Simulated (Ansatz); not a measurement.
# How fast states decay through LaAlCu2S4

Wanted: the relaxed cell of LaAlCu2S4, its band edges and its decay constants. It is built by putting Cu for Ag, La for In in the AlInAg2S4 structure of space group I-4, with the volume rescaled by atomic radii. The parent structure comes from the Materials Project.

Main program and level: Ansatz 0.2.0; r2SCAN DFT, plane waves, PAW files, in the first sound run; inputs show where later runs differ.

This is a report of a sequence of runs, with most program output left out.

The structure was built from a prototype and need not be the compound's stable phase.

## (1) Starting point

It takes space group I-4 (No. 82, tetragonal). Conventional cell: a = 6.018 Å, b = 6.018 Å, c = 11.323 Å, α = 90.00°, β = 90.00°, γ = 90.00°. Nearest to Al lie 4 S at 2.35 Å. Nearest to La lie 4 S at 2.58 Å. Cu has 4 S at 2.67 Å nearest. Cu has 4 S at 2.65 Å nearest. S has 1 Al at 2.35 Å and 1 La at 2.58 Å and 2 Cu at 2.65 to 2.67 Å nearest. It derives from AlInAg2S4. Cu for Ag, La for In in the AlInAg2S4 structure of space group I-4. Farther neighbours and most contacts between anions are not listed.

Coordinates:

```cif
data_structure
_symmetry_space_group_name_H-M 'I-4'
_symmetry_Int_Tables_number 82
_cell_length_a 6.0181
_cell_length_b 6.0181
_cell_length_c 11.3231
_cell_angle_alpha 90.000
_cell_angle_beta 90.000
_cell_angle_gamma 90.000
_cell_volume 410.10
loop_
_atom_site_label
_atom_site_type_symbol
_atom_site_symmetry_multiplicity
_atom_site_Wyckoff_symbol
_atom_site_fract_x
_atom_site_fract_y
_atom_site_fract_z
_atom_site_occupancy
Al1 Al 2 d 0.50000 0.00000 0.25000 1
La1 La 2 a 0.00000 0.00000 0.00000 1
Cu1 Cu 2 c 0.00000 0.50000 0.25000 1
Cu2 Cu 2 b 0.50000 0.50000 0.00000 1
S1 S 8 g 0.72292 0.76720 0.36699 1
```

## (2) Relaxing the new crystal

The substituted atoms don't fit the parent's cell, so cell and atoms relax together. A small smearing keeps the run stable in case the gap closes on the way.

input.yaml

```yaml
crystal:
  lattice:
    - [-3.009058289, 3.009058289, 5.6615708166]
    - [3.009058289, -3.009058289, 5.6615708166]
    - [3.009058289, 3.009058289, -5.6615708166]
  atoms:
    - { symbol: Al, position: [0.25, 0.75, 0.5] }
    - { symbol: La, position: [0.0, 0.0, 0.0] }
    - { symbol: Cu, position: [0.75, 0.25, 0.5] }
    - { symbol: Cu, position: [0.5, 0.5, 0.0] }
    - { symbol: S, position: [0.134192, 0.089918, 0.49012] }
    - { symbol: S, position: [0.599798, 0.644072, 0.50988] }
    - { symbol: S, position: [0.355928, 0.865808, 0.955726] }
    - { symbol: S, position: [0.910082, 0.400202, 0.044274] }
kpoints:
  mp_grid: { grid: [6, 6, 6] }
scf:
  occupations: { method: gaussian, width: 0.03 }
hamiltonian:
  xc: r2scan
output:
  forces: true
  stress: true
relax:
  f_tol: 0.02
  max_steps: 60
  cell: {}
```

Command:

```
> ansatz run input.yaml --threads 2 --pin off --max-ram 4096MiB --backend cpu --events-out ev --progress --plain --runs-dir out
```

The job ended after 5.5 min (2 threads of Arm Neoverse V1, shared host; peak memory 1.2 GiB).

Relaxation path:

```tsv
step	energy less that of the first step (eV)	largest force component (eV/Å)	pressure (GPa)	volume (Å³)
1	0.0000	1.7533	-2.31	205.05
2	-1.4175	0.7202	-5.49	201.38
3	-2.3655	0.1925	-0.93	175.64
4	-2.3915	0.0940	0.42	171.49
5	-2.4007	0.0306	0.06	172.61
6	-2.4103	0.0550	-0.13	173.34
7	-2.4130	0.0039	-0.01	172.98
8*	-2.4090	0.0039	-0.03	172.98
```

Relaxation steps marked * repeat the geometry before them on a plane-wave basis chosen anew for their cell, so energy and pressure can jump there.

The run keeps the 4 symmetry operations that it works with, so distortions that break them were not tested.

```tsv
conventional cell, symmetrised	before	after	change
a (Å)	6.018	5.514	-8.4 %
b (Å)	6.018	5.514	-8.4 %
c (Å)	11.323	11.378	+0.5 %
volume (Å³/atom)	25.63	21.62	-15.6 %
```

The atoms that moved most (Å, as changes of fractional coordinates times the final cell):

```tsv
atom	dx	dy	dz	length
S7	-0.136	0.297	0.106	0.344
S5	0.297	0.136	-0.106	0.344
S8	0.136	-0.297	0.106	0.344
S6	-0.297	-0.136	-0.106	0.344
```

This step gave:

- free energy: -23700.1466 eV
- Fermi energy: 8.246 eV
- pressure: -0.02922 GPa

The largest force component on a free atom ends at 0.0039 eV/Å.

## (3) The bulk crystal and its band edges

The energy window and the wavevectors of the next steps follow from the band edges, so these are searched first, off the mesh as well.

input.yaml

```yaml
crystal:
  lattice:
    - [-2.7570130722, 2.7570130722, 5.6892091452]
    - [2.7570130722, -2.7570130722, 5.6892091452]
    - [2.7570130722, 2.7570130722, -5.6892091452]
  atoms:
    - { symbol: Al, position: [0.25, 0.75, 0.5] }
    - { symbol: La, position: [0.0, 0.0, 0.0] }
    - { symbol: Cu, position: [0.75, 0.25, 0.5] }
    - { symbol: Cu, position: [0.5, 0.5, 0.0] }
    - { symbol: S, position: [0.1496508969, 0.1345012859, 0.5687505809] }
    - { symbol: S, position: [0.565750705, 0.580900316, 0.4312494191] }
    - { symbol: S, position: [0.419099684, 0.8503491031, 0.9848503891] }
    - { symbol: S, position: [0.8654987141, 0.434249295, 0.0151496109] }
kpoints:
  mp_grid: { grid: [6, 6, 6] }
  band_path: { path: [VBM, CBM], npoints: 30 }
scf:
  occupations: { method: fixed }
hamiltonian:
  xc: r2scan
output:
  eigenvalues: true
  write_potential: true
  write_density: true
  volumetric_format: npy
```

Run time: 2.4 min. Hardware: 2 threads; peak memory 1.1 GiB; 4.7 min of CPU time.

Numbers from this step:

```yaml
fermi_energy: 7.359 eV
gap_on_the_k_mesh: 1.773 eV
gap_on_path: 1.763 eV, by band count; negative where bands overlap
direct_gap_on_path: 1.912 eV
edge_places_on_path: 0, 0.5737 1/A along the path
```

The electronic bands at the labelled points (eV, zero at the Fermi level (highest filled level under fixed occupations); v1 is the highest filled band, c1 the lowest empty one):

```tsv
point	v4	v3	v2	v1	c1	c2	c3	c4
VBM	-0.88	-0.48	-0.20	0.01	2.60	2.75	2.80	2.86
halfway	-0.96	-0.28	-0.17	-0.07	2.21	2.54	2.73	2.83
CBM	-1.10	-0.16	-0.16	-0.14	1.77	1.89	2.78	2.78
```

The searched edges give 1.76 eV, against 1.77 eV on the mesh.

## (4) Complex bands

This step: r2SCAN DFT, plane waves, PAW files; complex bands by layer matching along the plane's normal (Ansatz 0.2.0).

The same crystal is laid in a cell whose first two vectors span the (001) plane (indices of the standard conventional cell, whose axes can be ordered otherwise than in the bulk input). At fixed energy and wavevector in the plane the solver finds all kz, real and complex. A few wavevectors are listed, (0, 0) and (0.4583, 0.2083) in units of the plane's reciprocal vectors; the slowest state needn't be among them.

input.yaml

```yaml
crystal:
  lattice:
    - [5.514026144, 0.0, 0.0]
    - [0.0, 5.514026144, 0.0]
    - [2.757013072, 2.757013072, 5.689209145]
  atoms:
    - { symbol: Al, position: [0.25, 0.75, 0.5] }
    - { symbol: La, position: [0.0, 0.0, 0.0] }
    - { symbol: Cu, position: [0.75, 0.25, 0.5] }
    - { symbol: Cu, position: [0.5, 0.5, 0.0] }
    - { symbol: S, position: [0.419099684, 0.434249295, 0.7154016019] }
    - { symbol: S, position: [0.8654987141, 0.8503491031, 0.7154016019] }
    - { symbol: S, position: [0.565750705, 0.1345012859, 0.2845983981] }
    - { symbol: S, position: [0.1496508969, 0.580900316, 0.2845983981] }
kpoints:
  mp_grid: { grid: [6, 6, 6] }
scf:
  occupations: { method: fixed }
hamiltonian:
  xc: r2scan
output:
  eigenvalues: true
  transmission:
    leads: [[0, 0]]
    kpoints: [[0.0, 0.0], [0.4583, 0.2083]]
    e_range: [-1.0, 2.76]
    de: 0.08
```

Run time: 2 min. Hardware: 2 threads; peak memory 1.6 GiB; 3.9 min of CPU time.

This step gave:

| Item | Value |
| --- | --- |
| level to which the leads are filled | 0.8865 eV from the Fermi level |
| decay constant at the filling level, zone centre | 0.2474 Å⁻¹ |
| decay constant at the filling level, slowest listed point | 0.2474 Å⁻¹ |

K parallel (0, 0); values up to 1.5 1/Å, a degenerate pair printed once or twice; energies at which all values exceed this have no row. Im kz of the slowest decaying states against energy, zero at the highest filled level on the SCF mesh:

```tsv
energy (eV)	decay 1 (Å⁻¹)	decay 2 (Å⁻¹)	decay 3 (Å⁻¹)	decay 4 (Å⁻¹)
-1.00	0.358	0.509	0.723	0.872
-0.84	0.330	0.357	0.488	0.773
-0.60	0.0444	0.187	0.338	0.454
-0.44	0.311	0.432	0.457	0.767
-0.28	0.258	0.424	0.447	0.776
-0.04	0.141	0.208	0.416	0.433
0.12	0.204	0.265	0.410	0.425
0.28	0.234	0.298	0.404	0.416
0.52	0.253	0.329	0.393	0.401
0.68	0.255	0.342	0.384	0.389
0.92	0.247	0.354	0.367	0.368
1.08	0.235	0.351	0.352	0.358
1.24	0.217	0.331	0.333	0.359
1.48	0.174	0.287	0.295	0.355
1.64	0.126	0.233	0.266	0.350
1.80	0.139	0.230	0.341	0.405
2.04	0.152	0.320	0.364	0.434
2.20	0.0288	0.300	0.340	0.415
2.36	0.148	0.271	0.315	0.394
2.60	0.178	0.274	0.281	0.355
2.76	0.132	0.241	0.326	0.358
```

K parallel (0.4583, 0.2083); values up to 1.5 1/Å, a degenerate pair printed once or twice; energies at which all values exceed this have no row. Table of Im kz of the slowest decaying states by energy, zero at the highest filled level on the SCF mesh:

```tsv
energy (eV)	decay 1 (Å⁻¹)	decay 2 (Å⁻¹)	decay 3 (Å⁻¹)	decay 4 (Å⁻¹)
-1.00	0.0666	0.184	0.284	0.361
-0.76	0.179	0.189	0.290	0.632
-0.44	0.0808	0.129	0.160	0.298
-0.20	0.0394	0.101	0.329	0.455
-0.04	0.207	0.294	0.486	0.515
0.04	0.203	0.234	0.256	0.491
0.36	0.359	0.362	0.488	0.537
0.60	0.402	0.404	0.485	0.529
0.92	0.435	0.437	0.490	0.510
1.16	0.449	0.452	0.491	0.496
1.40	0.460	0.467	0.468	0.501
1.72	0.433	0.464	0.489	0.499
1.96	0.400	0.414	0.472	0.486
2.20	0.359	0.368	0.442	0.442
2.52	0.237	0.273	0.277	0.328
2.76	0.0337	0.154	0.185	0.209
```

At the listed wavevectors the last open channel is at -0.04 eV and the next at +1.80 eV on the grid. At +0.92 eV, the grid energy nearest the filling level (the middle of the gap on the SCF mesh), the slowest state at the listed wavevectors decays with κ = 0.247 Å⁻¹, its amplitude falling by e over 4.0 Å. Through 1 nm of this crystal that state's transmission falls by exp(−2 × 0.247 Å⁻¹ × 10 Å) = 0.0071.

## (5) Decay over the two-dimensional zone

The listed points could miss the slowest state, so one energy near mid-gap is solved on a mesh of 8×8.

Edit input.yaml of step 4 so:

```diff
@@ -22,6 +22,2 @@
   eigenvalues: true
-  transmission:
-    leads: [[0, 0]]
-    kpoints: [[0.0, 0.0], [0.4583, 0.2083]]
-    e_range: [-1.0, 2.76]
-    de: 0.08
+  transmission: { leads: [[0, 0]], kmesh: [8, 8], e_range: [0.88, 0.89], de: 0.05 }
```

Elapsed: 3.5 min, on 2 threads; peak memory 1.7 GiB; 7 min of CPU time.

This step gave:

| Item | Value |
| --- | --- |
| least decay constant on the mesh | 0.2496 Å⁻¹ |

Slowest decay constant (1/Å; 0 where a channel is open) over k1 and k2. At 0.8800 eV from the Fermi level.

Ten even steps from '0' (0.250) to '9' (0.441):
```
67965777
97733479
77411136
65310135
76311147
99743377
67775697
56976796
```
Columns: k1 (b1) from -0.5 to 0.375; rows upwards: k2 (b2) from -0.5 to 0.375.

The least value on the mesh is 0.250 Å⁻¹ at +0.88 eV. At that energy the listed points give about 0.249 Å⁻¹ by interpolation, so the mesh holds no clearly slower state.

## (6) Band edges at another level, cutoff 420 eV

This step: LDA DFT, plane waves, PAW files (Ansatz 0.2.0).

The edges again with LDA, at the same atoms. Against that run the cutoff is 420 eV against 500.

input.yaml

```yaml
crystal:
  lattice:
    - [-2.7570130722, 2.7570130722, 5.6892091452]
    - [2.7570130722, -2.7570130722, 5.6892091452]
    - [2.7570130722, 2.7570130722, -5.6892091452]
  atoms:
    - { symbol: Al, position: [0.25, 0.75, 0.5] }
    - { symbol: La, position: [0.0, 0.0, 0.0] }
    - { symbol: Cu, position: [0.75, 0.25, 0.5] }
    - { symbol: Cu, position: [0.5, 0.5, 0.0] }
    - { symbol: S, position: [0.1496508969, 0.1345012859, 0.5687505809] }
    - { symbol: S, position: [0.565750705, 0.580900316, 0.4312494191] }
    - { symbol: S, position: [0.419099684, 0.8503491031, 0.9848503891] }
    - { symbol: S, position: [0.8654987141, 0.434249295, 0.0151496109] }
kpoints:
  mp_grid: { grid: [6, 6, 6] }
  band_path: { path: [VBM, CBM], npoints: 30 }
scf:
  occupations: { method: fixed }
hamiltonian:
  xc: lda
output:
  eigenvalues: true
```

Wall time 83 s (2 threads); peak memory 0.54 GiB; 2.8 min of CPU time.

Numbers from this step:

| Quantity | Value |
| --- | --- |
| free energy | -23186.4452 eV |
| Fermi energy | 7.121 eV |
| gap on the k-mesh | 1.337 eV |
| gap on path | 1.329 eV, by band count; negative where bands overlap |
| direct gap on path | 1.500 eV |
| edge places on path | 0, 0.5767 1/A along the path |

Electronic bands along the path, in eV, zero at the Fermi level (highest filled level under fixed occupations); v1 is the highest filled band, c1 the lowest empty one:

```tsv
point	v4	v3	v2	v1	c1	c2	c3	c4
VBM	-0.94	-0.52	-0.20	0.01	2.23	2.34	2.37	2.42
halfway	-1.01	-0.32	-0.20	-0.09	1.87	2.18	2.35	2.41
CBM	-1.16	-0.18	-0.18	-0.16	1.34	1.65	2.37	2.37
```

The searched edges give 1.33 eV, against 1.34 eV on the mesh.

## (7) Complex bands at another level, cutoff 420 eV

This step: LDA DFT, plane waves, PAW files; complex bands by layer matching along the plane's normal (Ansatz 0.2.0).

The complex bands at that level, over its own gap, at (0, 0) and (-0.4635, -0.2031).

input.yaml

```yaml
crystal:
  lattice:
    - [5.514026144, 0.0, 0.0]
    - [0.0, 5.514026144, 0.0]
    - [2.757013072, 2.757013072, 5.689209145]
  atoms:
    - { symbol: Al, position: [0.25, 0.75, 0.5] }
    - { symbol: La, position: [0.0, 0.0, 0.0] }
    - { symbol: Cu, position: [0.75, 0.25, 0.5] }
    - { symbol: Cu, position: [0.5, 0.5, 0.0] }
    - { symbol: S, position: [0.419099684, 0.434249295, 0.7154016019] }
    - { symbol: S, position: [0.8654987141, 0.8503491031, 0.7154016019] }
    - { symbol: S, position: [0.565750705, 0.1345012859, 0.2845983981] }
    - { symbol: S, position: [0.1496508969, 0.580900316, 0.2845983981] }
kpoints:
  mp_grid: { grid: [6, 6, 6] }
scf:
  occupations: { method: fixed }
hamiltonian:
  xc: lda
output:
  eigenvalues: true
  transmission:
    leads: [[0, 0]]
    kpoints: [[0.0, 0.0], [-0.4635, -0.2031]]
    e_range: [-1.0, 2.33]
    de: 0.07
```

Elapsed: 77 s, on 2 threads; peak memory 0.89 GiB; 2.2 min of CPU time.

This step gave:

- level to which the leads are filled: 0.6687 eV from the Fermi level
- decay constant at the filling level, zone centre: 0.1995 Å⁻¹
- decay constant at the filling level, slowest listed point: 0.1995 Å⁻¹

K parallel (0, 0); values up to 1.5 1/Å, a degenerate pair printed once or twice; energies at which all values exceed this have no row. Im kz of the slowest decaying states against energy, zero at the highest filled level on the SCF mesh:

```tsv
energy (eV)	decay 1 (Å⁻¹)	decay 2 (Å⁻¹)	decay 3 (Å⁻¹)	decay 4 (Å⁻¹)
-1.00	0.270	0.323	0.457	0.728
-0.79	0.0321	0.269	0.323	0.431
-0.51	0.294	0.412	0.433	0.765
-0.30	0.232	0.408	0.420	0.708
-0.09	0.105	0.171	0.171	0.404
-0.02	0.140	0.208	0.402	0.405
0.19	0.189	0.268	0.394	0.395
0.40	0.204	0.301	0.380	0.386
0.68	0.199	0.325	0.357	0.370
0.89	0.180	0.334	0.335	0.352
1.10	0.142	0.307	0.326	0.338
1.38	0.258	0.258	0.333	0.420
1.59	0.127	0.207	0.322	0.372
1.80	0.127	0.304	0.335	0.408
2.08	0.247	0.253	0.289	0.368
2.29	0.128	0.128	0.247	0.363
```

K parallel (0, 0). Table of Re kz of states that move upwards by energy, zero at the highest filled level on the SCF mesh:

```tsv
energy (eV)	channel 1 (Å⁻¹)	channel 2 (Å⁻¹)	channel 3 (Å⁻¹)
-1.00	0.421	0.421	-
-0.86	0.502	0.503	-
-0.72	-	-	-
-0.51	-0.475	-0.475	-0.354
-0.37	-0.395	-0.395	-0.229
-0.23	-0.286	-0.286	-0.114
-0.09	-	-	-
-0.02	-	-	-
0.12	-	-	-
0.26	-	-	-
0.40	-	-	-
0.54	-	-	-
0.75	-	-	-
0.89	-	-	-
1.03	-	-	-
1.17	-	-	-
1.38	0.0682	-	-
1.52	0.154	-	-
1.66	0.0449	0.237	-
1.80	0.185	0.351	-
2.01	-0.429	0.283	-
2.15	-	-	-
2.29	-0.287	0.429	-
```

K parallel (-0.4635, -0.2031); values up to 1.5 1/Å, a degenerate pair printed once or twice; energies at which all values exceed this have no row. Im kz of the slowest decaying states against energy, zero at the highest filled level on the SCF mesh:

```tsv
energy (eV)	decay 1 (Å⁻¹)	decay 2 (Å⁻¹)	decay 3 (Å⁻¹)	decay 4 (Å⁻¹)
-1.00	0.0293	0.166	0.248	0.339
-0.86	0.131	0.173	0.202	0.292
-0.65	0.153	0.221	0.308	0.584
-0.51	0.0289	0.0803	0.218	0.359
-0.37	0.147	0.185	0.376	0.410
-0.16	0.120	0.370	0.544	0.580
-0.02	0.212	0.293	0.431	0.556
0.12	0.269	0.283	0.446	0.550
0.33	0.337	0.341	0.453	0.537
0.47	0.365	0.366	0.454	0.527
0.68	0.393	0.393	0.454	0.511
0.82	0.406	0.406	0.453	0.498
0.96	0.415	0.415	0.452	0.485
1.17	0.424	0.425	0.446	0.464
1.31	0.426	0.430	0.438	0.448
1.45	0.424	0.426	0.430	0.435
1.66	0.396	0.398	0.400	0.434
1.80	0.367	0.372	0.376	0.420
1.94	0.327	0.340	0.348	0.392
2.15	0.226	0.266	0.285	0.309
2.29	0.194	0.204	0.218	0.385
```

At the listed wavevectors the last open channel is at -0.02 eV and the next at +1.38 eV on the grid. At +0.68 eV, the grid energy nearest the filling level (the middle of the gap on the SCF mesh), the slowest state at the listed wavevectors decays with κ = 0.200 Å⁻¹, its amplitude falling by e over 5.0 Å; the first such run, plane (001), gave 0.247 Å⁻¹.

## (8) The same cell, other settings

This step: r2SCAN DFT, plane waves, PAW files; complex bands by layer matching along the plane's normal; changed: output.transmission.e_range = [1, -1], scf.max_iter = 75 (Ansatz 0.2.0).

This run repeats an earlier one, its twin (the complex run, plane (001)), with two settings changed (output.transmission.e_range, scf.max_iter; files written aside). The setting was drawn as a possible misstep, on purpose. Where the input is shown as a difference, that is against the step before, not the twin.

Edit input.yaml of step 7 so:

```diff
@@ -18,4 +18,5 @@
   occupations: { method: fixed }
+  max_iter: 75
 hamiltonian:
-  xc: lda
+  xc: r2scan
 output:
@@ -24,4 +25,4 @@
     leads: [[0, 0]]
-    kpoints: [[0.0, 0.0], [-0.4635, -0.2031]]
-    e_range: [-1.0, 2.33]
-    de: 0.07
+    kpoints: [[0.0, 0.0], [0.4583, 0.2083]]
+    e_range: [1, -1]
+    de: 0.08
```

Elapsed: 0.21 s, on 2 threads; peak memory 0.094 GiB.

The program refused the input before any cycle.

The program's message: “Error: invalid value for `output.transmission.e_range`: [1, -1] eV must be finite with min < max”

The change that led to it: output.transmission.e_range = [1, -1].

## (9) Outcome

```
band gap                                         : 1.76 eV
least decay constant at mid-gap, normal to (001) : 0.247 Å⁻¹
least decay constant on a mesh, normal to (001)  : 0.250 Å⁻¹
least decay constant, LDA                        : 0.200 Å⁻¹
```

**Reading.** With r2SCAN, the slowest decay at the wavevectors tried is κ = 0.247 Å⁻¹, normal to (001). Through such a film the transmission near mid-gap falls as exp(−2κd), a factor of ten every 4.7 Å. A free electron under a barrier of half the gap would need a mass of 0.26 mₑ to decay at this rate. With LDA the gap goes from 1.76 to 1.33 eV and the decay constant, over the first 2 listed wavevectors (which shift with the band edges), from 0.247 to 0.200 Å⁻¹. The compound is made up by substitution; its stability against other phases and against distortions of the cell's symmetry was not tested. r2SCAN still narrows gaps, if less than LDA and GGA do, so real decay constants are likely larger.

[Logs are printed without paths, hosts, clocks, repeated set-up lines and the standing remarks that a program may print on its own settings, such as how far it seeks lower states.]

[Hosts, paths, dates, database ids (printed as entryN), source tags and the programs' standing remarks are cut or masked in the printed files.]
